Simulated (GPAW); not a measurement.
## How ZnS (Wurtzite-2H) absorbs and reflects light

Aim: the dielectric function of ZnS (Wurtzite-2H), and the optical constants that follow from it. The cell comes from an older database entry, whose edges can differ from later determinations, mostly by under a per cent.

Program: GPAW 26.7.0. Level of theory: DFT, PBE, plane-wave PAW (GPAW data sets), scalar-relativistic, RPA, optical limit. Results are calculated unless marked as measured.

Report form: the programs' logs are mostly left out.

The database entry behind the starting cell differs from later determinations by our own check (about 0.4 % short), so it need not match the best structure at ambient conditions.

## (1) The structure

Symmetry: P6_3mc, No. 186, hexagonal system. Conventional cell: a = 3.811 Å, b = 3.811 Å, c = 6.234 Å, α = 90.00°, β = 90.00°, γ = 120.00°. Zn has 4 S at 2.31 to 2.40 Å nearest. Nearest to S lie 4 Zn at 2.31 to 2.40 Å. Farther neighbours and most contacts between anions are not listed.

## (2) Ground state

The self-consistent density comes first; it also tells whether there is a gap, which decides the occupations and the need for a Drude term.

This step: DFT, PBE, plane-wave PAW (GPAW data sets), scalar-relativistic, ground state (GPAW 26.7.0).

The input, gs.py:

```python
from ase import Atoms
from ase.dft.bandgap import bandgap
from gpaw import GPAW, PW, FermiDirac

atoms = Atoms(['Zn', 'Zn', 'S', 'S'],
              cell=[[3.811000000000, 0.000000000000, 0.000000000000],
                    [-1.905500000000, 3.300422813800, 0.000000000000],
                    [0.000000000000, 0.000000000000, 6.234000000000]],
              scaled_positions=[[0.666666666700, 0.333333333300, 0.500000000000],
                                [0.333333333300, 0.666666666700, 0.000000000000],
                                [0.666666666700, 0.333333333300, 0.885000000000],
                                [0.333333333300, 0.666666666700, 0.385000000000]],
              pbc=[True, True, True])
atoms.calc = GPAW(mode=PW(500), xc='PBE', kpts={'size': (9, 9, 5), 'gamma': True},
                  occupations=FermiDirac(0.05), maxiter=150, txt='gs.txt')
print('energy (eV)', atoms.get_potential_energy())
print('Fermi level (eV)', atoms.calc.get_fermi_level())
print('valence electrons', atoms.calc.get_number_of_electrons())
print('gap (eV)', bandgap(atoms.calc, output=None)[0])
print('direct gap (eV)', bandgap(atoms.calc, direct=True, output=None)[0])
atoms.calc.write('gs.gpw')
```

The run is started by

```sh
$ OMP_NUM_THREADS=1 python gs.py
```

It took 43 s on 1 thread of Arm Neoverse V1, shared host; peak memory 0.2 GiB.

This step gave:

* energy: -13.79 eV
* Fermi energy: 4.766 eV
* gap on the k-mesh: 2.244 eV
* direct gap on the mesh: 2.244 eV
* electrons: 36

There is a gap, 2.24 eV on this mesh (points off the mesh can give less), so no carriers' term is needed.

## (3) Bands for the response

The response needs many more empty bands than the density does.

This step: DFT, PBE, plane-wave PAW (GPAW data sets), scalar-relativistic, bands at fixed density (GPAW 26.7.0).

The input, nscf.py:

```python
from ase.dft.bandgap import bandgap
from gpaw import GPAW, FermiDirac

calc = GPAW('gs.gpw').fixed_density(kpts={'size': (12, 12, 6), 'gamma': True}, nbands=89, convergence={'bands': 83},
                                    occupations=FermiDirac(0.001), txt='nscf.txt')
print('gap (eV)', bandgap(calc, output=None)[0])
print('direct gap (eV)', bandgap(calc, direct=True, output=None)[0])
print('top band over the Fermi level (eV)', min(calc.get_eigenvalues(kpt=k)[82] for k in range(len(calc.get_ibz_k_points()))) - calc.get_fermi_level())
calc.write('full.gpw', mode='all')
```

The run is started by

```sh
$ OMP_NUM_THREADS=1 python nscf.py
```

It took 10 min on 1 thread; peak memory 0.49 GiB.

## (4) Dielectric function, RPA

Transitions between filled and empty bands, summed over the zone, give the optical response, so mesh, band count and broadening shape it.

The induced potential is part of this response.

This step: DFT, PBE, plane-wave PAW (GPAW data sets), scalar-relativistic, RPA, optical limit (GPAW 26.7.0).

The input, df.py:

```python
from gpaw.response.df import DielectricFunction

df = DielectricFunction('full.gpw', frequencies={'type': 'nonlinear', 'domega0': 0.03, 'omega2': 8},
                        ecut=60,
                        eta=0.2,
                        nbands=83,
                        txt='df.txt')
for direction in ['x', 'z']:
    df.get_dielectric_function(xc='RPA', direction=direction, filename=f'df_{direction}.csv')
```

The run is started by

```sh
$ OMP_NUM_THREADS=1 python df.py
```

It took 64 s on 1 thread; peak memory 0.47 GiB.

This step gave:

* electronic dielectric constant ε∞, mean over x, y and z (by symmetry where fewer were run): 5.526
* main peak of Im epsilon, first axis: 5.813 eV
* centre of weight of the strongest loss peak in the window: 18.15 eV

Some rows of df_x.csv (energy; Re and Im without local fields; Re and Im with them):

```text
0.000000, 6.189283, 0.000000, 5.499265, -0.000000
0.619237, 6.253328, 0.042640, 5.555718, 0.037661
1.279498, 6.483523, 0.103438, 5.759936, 0.092421
1.984998, 7.033232, 0.280357, 6.257131, 0.262174
2.740552, 7.766964, 1.054179, 6.882349, 1.024869
3.551683, 8.716296, 1.775192, 7.576102, 1.667662
4.424758, 9.616860, 5.120964, 8.192618, 4.592215
5.367152, 6.449191, 9.635322, 5.173667, 8.256640
6.387465, 3.221130, 9.583829, 2.328195, 7.125477
7.495775, -1.407849, 7.729527, -0.181650, 5.890322
8.703980, -2.526280, 4.875373, -0.939888, 4.345234
10.026223, -1.935676, 3.217593, -0.778308, 3.091396
11.479449, -1.591980, 1.720983, -1.003603, 2.053574
13.084136, -0.900887, 1.102748, -0.597892, 1.257522
14.865263, -0.487726, 0.661538, -0.302553, 0.780521
16.853625, -0.078155, 0.452465, 0.082527, 0.483591
19.087623, 0.133739, 0.352702, 0.274190, 0.455635
21.615770, 0.313314, 0.214240, 0.385926, 0.301468
24.500258, 0.462036, 0.130385, 0.501368, 0.224596
27.822136, 0.595704, 0.090849, 0.597071, 0.175701
31.689054, 0.687776, 0.071195, 0.655467, 0.119703
```

The Im ε has structure finer than the step of the table below, so its rows give means over 1 eV, whole bins alone (the curve runs from 0 to 36 eV). Peaks (eV: height): E ∥ x 5.8: 8.48; E ∥ z 5.3: 9.69, 6.9: 6.97.

Values under the direct gap are tails of Lorentzian lines. Table of Im ε by photon energy; means over each step:

| photon energy (eV) | E ∥ x | E ∥ z |
| --- | --- | --- |
| 1 | 0.0688 | 0.0748 |
| 2 | 0.314 | 0.376 |
| 3 | 1.19 | 1.30 |
| 4 | 2.97 | 2.88 |
| 5 | 6.57 | 7.90 |
| 6 | 7.56 | 6.99 |
| 7 | 6.62 | 6.39 |
| 8 | 5.06 | 4.75 |
| 9 | 3.79 | 3.66 |
| 10 | 2.99 | 2.80 |
| 11 | 2.37 | 2.24 |
| 12 | 1.67 | 1.62 |
| 13 | 1.25 | 1.16 |
| 14 | 0.903 | 0.994 |
| 15 | 0.739 | 0.808 |
| 16 | 0.553 | 0.650 |
| 17 | 0.490 | 0.524 |
| 18 | 0.461 | 0.432 |
| 19 | 0.456 | 0.431 |
| 20 | 0.396 | 0.417 |
| 21 | 0.339 | 0.327 |
| 22 | 0.300 | 0.305 |
| 23 | 0.281 | 0.275 |
| 24 | 0.242 | 0.238 |
| 25 | 0.218 | 0.226 |
| 26 | 0.189 | 0.213 |
| 27 | 0.189 | 0.202 |
| 28 | 0.175 | 0.192 |
| 29 | 0.163 | 0.172 |
| 30 | 0.145 | 0.145 |
| 31 | 0.132 | 0.127 |
| 32 | 0.114 | 0.118 |
| 33 | 0.0968 | 0.101 |
| 34 | 0.0801 | 0.0848 |
| 35 | 0.0681 | 0.0757 |

Table of Re ε by photon energy:

| photon energy (eV) | E ∥ x | E ∥ z |
| --- | --- | --- |
| 0 | 5.50 | 5.58 |
| 1 | 5.65 | 5.74 |
| 2 | 6.27 | 6.43 |
| 3 | 7.03 | 6.95 |
| 4 | 7.84 | 8.15 |
| 5 | 7.95 | 7.34 |
| 6 | 2.36 | 0.769 |
| 7 | 0.881 | 0.894 |
| 8 | -0.267 | -0.353 |
| 9 | -1.19 | -1.12 |
| 10 | -0.751 | -0.419 |
| 11 | -0.981 | -0.871 |
| 12 | -0.894 | -0.749 |
| 13 | -0.599 | -0.572 |
| 14 | -0.462 | -0.343 |
| 15 | -0.290 | -0.161 |
| 16 | -0.0729 | -0.119 |
| 17 | 0.112 | 0.0784 |
| 18 | 0.227 | 0.197 |
| 19 | 0.273 | 0.307 |
| 20 | 0.302 | 0.303 |
| 21 | 0.342 | 0.358 |
| 22 | 0.422 | 0.431 |
| 23 | 0.448 | 0.447 |
| 24 | 0.480 | 0.493 |
| 25 | 0.515 | 0.552 |
| 26 | 0.555 | 0.552 |
| 27 | 0.591 | 0.599 |
| 28 | 0.602 | 0.594 |
| 29 | 0.616 | 0.606 |
| 30 | 0.640 | 0.631 |
| 31 | 0.651 | 0.652 |
| 32 | 0.662 | 0.670 |
| 33 | 0.679 | 0.682 |
| 34 | 0.698 | 0.704 |
| 35 | 0.725 | 0.726 |
| 36 | 0.745 | 0.744 |

Refractive index n and extinction k against photon energy:

| photon energy (eV) | n, E ∥ x | k, E ∥ x | n, E ∥ z | k, E ∥ z |
| --- | --- | --- | --- | --- |
| 0.0 | 2.35 | 0 | 2.36 | 0 |
| 2.5 | 2.59 | 0.113 | 2.63 | 0.149 |
| 5.0 | 3.01 | 1.06 | 3.02 | 1.34 |
| 7.5 | 1.69 | 1.74 | 1.62 | 1.75 |
| 10.0 | 1.11 | 1.40 | 1.11 | 1.28 |
| 12.5 | 0.646 | 1.10 | 0.669 | 1.09 |
| 15.0 | 0.502 | 0.736 | 0.579 | 0.705 |
| 17.5 | 0.576 | 0.416 | 0.539 | 0.435 |
| 20.0 | 0.631 | 0.311 | 0.642 | 0.330 |
| 22.5 | 0.692 | 0.220 | 0.694 | 0.213 |
| 25.0 | 0.733 | 0.150 | 0.758 | 0.149 |
| 27.5 | 0.777 | 0.120 | 0.785 | 0.131 |
| 30.0 | 0.805 | 0.0909 | 0.799 | 0.0902 |
| 32.5 | 0.822 | 0.0643 | 0.824 | 0.0660 |
| 35.0 | 0.852 | 0.0392 | 0.853 | 0.0441 |

Values under the direct gap are tails of Lorentzian lines. Loss function −Im 1/ε at q → 0 against energy loss; read off at these points:

| energy loss (eV) | E ∥ x | E ∥ z |
| --- | --- | --- |
| 0.0 | 0 | 0 |
| 1.0 | 0.00206 | 0.00216 |
| 2.0 | 0.00690 | 0.00766 |
| 3.0 | 0.0218 | 0.0202 |
| 4.0 | 0.0416 | 0.0354 |
| 5.0 | 0.0613 | 0.0678 |
| 6.0 | 0.120 | 0.146 |
| 7.0 | 0.143 | 0.142 |
| 8.0 | 0.202 | 0.219 |
| 9.0 | 0.239 | 0.248 |
| 10.0 | 0.304 | 0.345 |
| 11.0 | 0.364 | 0.395 |
| 12.0 | 0.470 | 0.529 |
| 13.0 | 0.649 | 0.707 |
| 14.0 | 0.915 | 0.903 |
| 15.0 | 1.17 | 1.18 |
| 16.0 | 1.84 | 1.50 |
| 16.9 | 2.00 | 1.84 |
| 17.0 | 1.97 | 1.82 |
| 17.7 | 1.89 | 2.07 |
| 18.0 | 1.77 | 1.95 |
| 19.0 | 1.61 | 1.54 |
| 20.0 | 1.60 | 1.56 |
| 21.0 | 1.46 | 1.39 |
| 22.0 | 1.11 | 1.09 |
| 23.0 | 1.00 | 0.997 |
| 24.0 | 0.837 | 0.792 |
| 25.0 | 0.701 | 0.636 |
| 26.0 | 0.542 | 0.602 |
| 27.0 | 0.490 | 0.509 |
| 28.0 | 0.438 | 0.484 |
| 29.0 | 0.409 | 0.442 |
| 30.0 | 0.340 | 0.344 |
| 31.0 | 0.299 | 0.283 |
| 32.0 | 0.251 | 0.260 |
| 33.0 | 0.205 | 0.212 |
| 34.0 | 0.162 | 0.167 |
| 35.0 | 0.126 | 0.141 |
| 36.0 | 0.125 | 0.138 |

The reflectivity at normal incidence by photon energy; read off at these points:

| photon energy (eV) | E ∥ x (%) | E ∥ z (%) |
| --- | --- | --- |
| 0.0 | 16.2 | 16.4 |
| 1.0 | 16.6 | 16.9 |
| 2.0 | 18.5 | 18.9 |
| 3.0 | 20.8 | 20.6 |
| 4.0 | 24.4 | 24.6 |
| 5.0 | 30.0 | 32.8 |
| 5.8 | 33.6 | 35.8 |
| 5.9 | 33.8 | 35.4 |
| 6.0 | 32.8 | 33.4 |
| 7.0 | 33.5 | 33.5 |
| 8.0 | 32.1 | 31.4 |
| 9.0 | 35.7 | 35.0 |
| 10.0 | 31.0 | 27.2 |
| 11.0 | 33.5 | 32.1 |
| 11.6 | 35.2 | 32.8 |
| 12.0 | 34.5 | 32.4 |
| 13.0 | 31.0 | 31.7 |
| 13.9 | 33.6 | 26.5 |
| 14.0 | 32.5 | 26.6 |
| 15.0 | 28.2 | 22.5 |
| 16.0 | 22.9 | 23.0 |
| 17.0 | 15.1 | 16.1 |
| 18.0 | 10.9 | 12.0 |
| 19.0 | 9.39 | 8.35 |
| 20.0 | 8.43 | 8.47 |
| 21.0 | 7.15 | 6.68 |
| 22.0 | 5.05 | 4.91 |
| 23.0 | 4.47 | 4.48 |
| 24.0 | 3.75 | 3.50 |
| 25.0 | 3.10 | 2.60 |
| 26.0 | 2.43 | 2.54 |
| 27.0 | 2.01 | 1.97 |
| 28.0 | 1.84 | 1.97 |
| 29.0 | 1.69 | 1.82 |
| 30.0 | 1.42 | 1.49 |
| 31.0 | 1.29 | 1.26 |
| 32.0 | 1.16 | 1.11 |
| 33.0 | 1.01 | 0.993 |
| 34.0 | 0.857 | 0.827 |
| 35.0 | 0.681 | 0.684 |
| 36.0 | 0.578 | 0.590 |

Optical constants at common wavelengths, from n + ik = √ε:

| wavelength (nm) | n x | k x | R (%) x | 1/α x | n z | k z | R (%) z | 1/α z |
| --- | --- | --- | --- | --- | --- | --- | --- | --- |
| 1550 | 2.37 | 0.011 | 16.5 | 12 µm | 2.38 | 0.011 | 16.7 | 11 µm |
| 800 | 2.43 | 0.026 | 17.4 | 2.4 µm | 2.45 | 0.029 | 17.7 | 2.2 µm |
| 633 | 2.50 | 0.050 | 18.3 | 1.0 µm | 2.53 | 0.057 | 18.8 | 888 nm |
| 405 | 2.68 | 0.225 | 21.2 | 143 nm | 2.68 | 0.194 | 21.0 | 166 nm |
| 365 | 2.70 | 0.284 | 21.6 | 102 nm | 2.74 | 0.338 | 22.2 | 86 nm |
| 248 | 3.01 | 1.055 | 30.0 | 19 nm | 3.02 | 1.342 | 32.8 | 15 nm |
| 193 | 2.20 | 1.626 | 31.7 | 9.4 nm | 2.02 | 1.387 | 26.8 | 11 nm |

Below the direct gap, k and the depth come from the tails of the Lorentzian lines, not from transitions.

Rows near the edge hang on the gap, which this functional as a rule makes too small, and phonon-assisted absorption is left out.

At 1064 nm the birefringence n(z) − n(x) is +0.020: the crystal is uniaxial positive at this level.

## (5) Outcome

| Item | Value |
| --- | --- |
| electronic dielectric constant ε∞, mean over x, y and z (by symmetry where fewer were run) (RPA) | 5.53 |
| main peak of Im epsilon, first axis | 5.81 eV |
| centre of weight of the strongest loss peak in the window, first axis | 18.1 eV |

What this shows: At this level (PBE, RPA) ZnS has a mean ε∞ = 5.53 and n = 2.37 at 1550 nm (E ∥ x), and Im ε peaks at 5.8 eV (E ∥ x). On the mesh the gap is 2.24 eV and the least direct gap 2.24 eV. Local fields change the static value along x from 6.19 to 5.50 (-11 %). Distinct maxima of Im ε, read by a parabola through the highest points, lie at 5.29 eV (8.5) and 5.81 eV (8.5) for E ∥ x. The static values by axis are 5.50 (x), 5.58 (z). At 1064 nm the birefringence n(z) − n(x) is +0.020: the crystal is uniaxial positive at this level. Excitons and phonon-assisted transitions are missing; PBE gaps are as a rule too small, which pulls the onset down and ε∞ up. The sum runs over mesh points, so small or evenly spaced maxima can still be ripples of the mesh. In this version of GPAW the matrix elements of the optical limit are incomplete, which can lower ε − 1 by up to a tenth where first-row anions or d states rule, and shift it by more in d metals.

[Machine, clock and banner lines and Python warnings are left out of the logs.]

[Logs are printed without paths, hosts, clocks, repeated set-up lines and the standing remarks that a program may print on its own settings, such as how far it seeks lower states.]

[Hosts, paths, dates, database ids (printed as entryN), source tags and the programs' standing remarks are cut or masked in the printed files.]
